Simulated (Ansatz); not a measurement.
# Lattice dynamics of SiTe (built on the sites of a database entry of SnTe)

Wanted: vibrations and spectra of SiTe (built on the sites of a database entry of SnTe); the cell is already relaxed. After the zone centre comes a 2×2×2 q mesh on a 10×10×10 k mesh.

Calculated with Ansatz 0.2.0; DFT LDA, scalar-relativistic, plane waves, norm-conserving pseudopotentials.

The structure was built from a prototype and need not be the compound's stable phase.

## 1. The starting structure

The structure is cubic, space group F-43m (No. 216). The conventional cell has a = 6.378 Å, b = 6.378 Å, c = 6.378 Å, α = 90.00°, β = 90.00°, γ = 90.00°. Si has 4 Te at 2.76 Å nearest. Te has 4 Si at 2.76 Å nearest. Farther neighbours and most contacts between anions are not listed.

Coordinates:

```cif
data_structure
_symmetry_space_group_name_H-M 'P 1'
_symmetry_Int_Tables_number 1
_cell_length_a 4.5097
_cell_length_b 4.5097
_cell_length_c 4.5097
_cell_angle_alpha 60.000
_cell_angle_beta 60.000
_cell_angle_gamma 60.000
_cell_volume 64.85
loop_
_atom_site_label
_atom_site_type_symbol
_atom_site_fract_x
_atom_site_fract_y
_atom_site_fract_z
_atom_site_occupancy
Si1 Si 0.00000 0.00000 0.00000 1
Te2 Te 0.75000 0.75000 0.75000 1
```

## 2. Linear response at the zone centre

The cell comes from relaxations at this level that are not shown. The zone centre comes first: it holds the modes that light can see, as far as symmetry allows. No field response is asked, since the mesh shows no gap.

The input, input.yaml:

```yaml
crystal:
  lattice:
    - [0.0, 3.1888223209, 3.1888223209]
    - [3.1888223209, 0.0, 3.1888223209]
    - [3.1888223209, 3.1888223209, 0.0]
  atoms:
    - { symbol: Si, position: [0.0, 0.0, 0.0] }
    - { symbol: Te, position: [0.75, 0.75, 0.75] }
kpoints:
  mp_grid: { grid: [10, 10, 10] }
hamiltonian:
  xc: lda
  pseudopotentials: { kind: nc }
scf:
  occupations: { method: methfessel_paxton, width: 0.15 }
output:
  eigenvalues: true
phonons:
  method: dfpt
```

Launch:

```console
$ ansatz run input.yaml --threads 4 --pin off --max-ram 7168MiB --backend cpu --events-out ev --progress --plain --runs-dir out
```

Log:

```text
zone centre: on kpoints.mp_grid the ground state, and the responses unless they are solved on pairs of k-points, stand on 102 of the mesh's 1000 k-points, reduced under 8 symmetry operations, with k and −k counted as one. Each operation leaves every solved displacement unchanged or reverses it
Engine: ansatz 0.2.0, aarch64-unknown-linux-gnu
Pseudopotentials: kind: nc
Pseudopotential: Si, nc, valence charge 4, recommended cutoff 435.38218 eV (normal), Si.nc.azcp (PseudoDojo's, or run here from an input of PseudoDojo's: the run reads no file of this project's for it)
Pseudopotential: Te, nc, valence charge 16, recommended cutoff 1120 eV (normal), Te.nc.azcp (PseudoDojo's, or run here from an input of PseudoDojo's: the run reads no file of this project's for it)
Functional definition: SPW92
  exchange = slater_x
  correlation = pw_c
Crystal: 2 atoms, lattice volume = 64.852 Å³
Basis set: ecut = 1120 eV, 5577 PW (Γ), exchange–correlation on 100×100×100 points (8 copies of the dense FFT grid, shifted against one another)
Bands: 14, of which v1, the nominal top of the filled ones, is band 10 counted from 1 (9 counted from 0)
Symmetry: 24 space group operations
k-points: 102 of 1000 (irreducible under 8 space group operations, time reversal used)
Non-local potential: Si, projectors of the file, l = 0: 2, l = 1: 2, l = 2: 2
Non-local potential: Te, projectors of the file, l = 0: 3, l = 1: 2, l = 2: 2, l = 3: 2
Initial density: superposition of atomic densities (chi_scale 0.1, normalization cell, long waves kept (reshape's long-wave potential 0.00 eV rms))
Initial wavefunctions: pseudopotential atomic-orbital guess
Functional: x = slater, c = lda
SCF iter   1: F=—  HF=-2960.047968 eV  |F-HF|=—  |Δ(HF+E_count)|=         —  Δρ=1.59e-2  dr2=1.81e-1  ethr=3.10e-3  ⟨swp⟩=6.2  Hψ=8941  notcnv=0
preconditioner: auto → Kerker (q_TF=auto, 2.243 Å⁻¹)  [metal: Δε(μ)=0.068 eV  Ē_g=8.625 eV  σ=0.150 eV  W_gap=0.37  n_scr=14 (ndim 8)  ℏωp=14.6 eV  f_vac=0.007  D(μ)=0.76/eV (n_scr^D=0)]
SCF iter   2: F=—  HF=-2960.015980 eV  |F-HF|=—  |Δ(HF+E_count)|=   3.20e-2  S|Δr|=    0.00e0  Δρ=9.75e-3  dr2=6.77e-2  ethr=9.07e-4  ⟨swp⟩=1.0  Hψ=2244  notcnv=0
SCF iter   3: F=—  HF=-2959.996464 eV  |F-HF|=—  |Δ(HF+E_count)|=   1.95e-2  S|Δr|=    0.00e0  Δρ=1.31e-3  dr2=2.61e-3  ethr=3.38e-4  ⟨swp⟩=2.1  Hψ=1924  notcnv=0
SCF iter   4: F=—  HF=-2959.996086 eV  |F-HF|=—  |Δ(HF+E_count)|=   3.77e-4  S|Δr|=    0.00e0  Δρ=4.40e-4  dr2=3.12e-4  ethr=1.30e-5  ⟨swp⟩=2.1  Hψ=1919  notcnv=0
SCF iter   5: F=—  HF=-2959.996108 eV  |F-HF|=—  |Δ(HF+E_count)|=   2.19e-5  S|Δr|=    0.00e0  Δρ=1.33e-4  dr2=1.07e-5  ethr=1.56e-6  ⟨swp⟩=2.0  Hψ=1788  notcnv=0
SCF iter   6: F=—  HF=-2959.996118 eV  |F-HF|=—  |Δ(HF+E_count)|=   9.51e-6  S|Δr|=    0.00e0  Δρ=2.41e-5  dr2=3.68e-7  ethr=5.35e-8  ⟨swp⟩=2.1  Hψ=1825  notcnv=0
SCF iter   7: F=—  HF=-2959.996085 eV  |F-HF|=—  |Δ(HF+E_count)|=   3.29e-5  S|Δr|=    0.00e0  Δρ=6.97e-6  dr2=6.71e-8  ethr=1.84e-9  ⟨swp⟩=2.4  Hψ=2123  notcnv=0
SCF iter   8: F=—  HF=-2959.996085 eV  |F-HF|=—  |Δ(HF+E_count)|=   2.17e-8  S|Δr|=    0.00e0  Δρ=2.21e-6  dr2=5.39e-9  ethr=3.35e-10  ⟨swp⟩=1.9  Hψ=1626  notcnv=0
SCF iter   9: F=—  HF=-2959.996085 eV  |F-HF|=—  |Δ(HF+E_count)|=   2.09e-9  S|Δr|=    0.00e0  Δρ=4.56e-7  dr2=1.15e-10  ethr=2.70e-11  ⟨swp⟩=1.7  Hψ=1591  notcnv=0
SCF iter  10: F=-2959.996085 eV  HF=-2959.996085 eV  |F-HF|=2.73e-12  |Δ(HF+E_count)|=  1.51e-10  S|Δr|=    0.00e0  Δρ=6.86e-8  dr2=1.60e-12  ethr=1.00e-12  ⟨swp⟩=8.0  Hψ=8928  notcnv=0
SCF 1 converged in 10 iterations: F = -2959.996085 eV  dr2 = 1.60e-12
DFPT response loops at Γ: preconditioner auto → Kerker (q_TF=auto, 2.243 Å⁻¹) (partly filled bands, converged f_vac=0.015); β = 1.00, the filter's whole step (`scf.mixing.beta` (0.50) is not read by the response loops under this deck's `scf.mixing.preconditioner`; to damp them name `kerker` or `kerker_dos`, under which they read `scf.mixing.beta`, and type it under 1.00, their step now; both keys bind the ground state too); Broyden in place of MSR1
SCF converged after 10 iterations
Stability not checked: this state was not tested for a lower state beside it, because cold or Methfessel-Paxton smearing, or corrected tetrahedra, fill the levels in a way that the test cannot read (fill_not_monotonic; see scf.lower_state_search)
Free energy (F): -2959.996085 eV
Harris-Foulkes:  -2959.996085 eV  (|F-HF|=2.73e-12)
Internal energy: -2959.996825 eV  (E = F + TS)
E sigma→0 (E₀):  -2959.996270 eV
Entropy (-TS):   0.000741 eV (0.370 meV/atom)
Fermi energy:    6.230856 eV
--- Per-component energies (eV) ---
  E_band       = -305.341115
  E_kinetic    = 1582.816393
  E_local      = -2436.646955  (includes V_loc(G=0)·N_el)
  E_nonlocal   = -766.869144
  E_hartree    = 882.713521
  E_xc         = -698.279018
  E_vxc        = -450.068469  (∫ρ·V_xc dr)
  E_ewald      = -1523.731623
  E_smearing   = 0.000741  (= −TS)
  E_closure    = 0.000000  (closes the sum)
  Σ components = -2959.996085   (vs F -2959.996085, Δ=0.00e0)
--- Band table (eV; the first three rows and the last of 102) ---
  k-point 0: bands = [... 6 lower, 2.0613, 3.7043, 3.7043, 3.7043, 6.7782, 6.7782, 6.7782, 10.5211]
  k-point 1: bands = [... 6 lower, 1.4324, 3.6070, 3.6070, 4.0556, 6.9337, 6.9337, 6.9468, 10.9101]
  k-point 2: bands = [... 6 lower, 0.3645, 3.3889, 3.3889, 4.2667, 7.2773, 7.2773, 7.6552, 11.6893]
  k-point 101: bands = [... 6 lower, -2.0270, 1.5791, 1.7553, 6.6755, 7.2366, 8.9049, 9.1867, 12.4101]
--- Phonons (Γ-DFPT): 2 representative perturbations + reference, on 102 of 1000 k-points (Σ response iterations 6) ---
  k mesh reduced under 8 symmetry operations, with k and −k counted as one. Each operation leaves every solved displacement unchanged or reverses it
  ASR residual: 1.174e-4 → 0.000e0 eV/Å²; symmetrization residual: 3.800e-6 eV/Å²
  ASR residual per site (eV/Å²): 2.97e-5 1.17e-4
  Γ frequencies (cm⁻¹): 0.00 0.00 0.00 198.91 198.91 198.91
  non-analytic LO–TO correction: not included (Born effective charges unavailable; polar crystals: no LO–TO splitting at Γ)
```

Run time: 34 s. Hardware: 4 threads of Arm Neoverse V1, shared host; peak memory 1.5 GiB; 2.2 min of CPU time.

Reading the cycles: dr2 is the Hartree energy of the density residual (eV), the measure of convergence; HF is the Harris–Foulkes estimate of the energy, which meets the free energy F at convergence.

Numbers from this step:

- volume per atom: 32.43 Å³
- gap on the k-mesh: 0 eV
- sum-rule residual before enforcement: 1.17e-4 eV/Å²
- point group: -43m
- highest optical mode at the zone centre (no LO-TO term): 198.9 cm⁻¹
- lowest optical zone-centre mode: 198.9 cm⁻¹

Patterns of degenerate modes are one choice out of their space. The modes at Γ (shares of kinetic energy by element, %):

| mode | frequency (cm⁻¹) | symmetry | Si % | Te % |
| --- | --- | --- | --- | --- |
| 1 | 0.0 | acoustic | 18 | 82 |
| 2 | 0.0 | acoustic | 18 | 82 |
| 3 | 0.0 | acoustic | 18 | 82 |
| 4 | 198.9 | T2 | 82 | 18 |
| 5 | 198.9 | T2 | 82 | 18 |
| 6 | 198.9 | T2 | 82 | 18 |

Displacements in mode 4 (198.9 cm⁻¹), the largest set to 1:
```
Si1  0.00  1.00  0.00
Te2  0.00 -0.22  0.00
```

Before it was imposed, the acoustic sum rule was missed by 1.2e-4 eV/Å². Small misses are needed for a sound result but don't prove that mesh and cutoff are converged. The lowest optical mode is real, 199 cm⁻¹.

(Part 1 of 2 ends here.)

[Logs are printed without paths, hosts, clocks, repeated set-up lines and the standing remarks that a program may print on its own settings, such as how far it seeks lower states.]

[Hosts, paths, dates, database ids (printed as entryN), source tags and the programs' standing remarks are cut or masked in the printed files.]
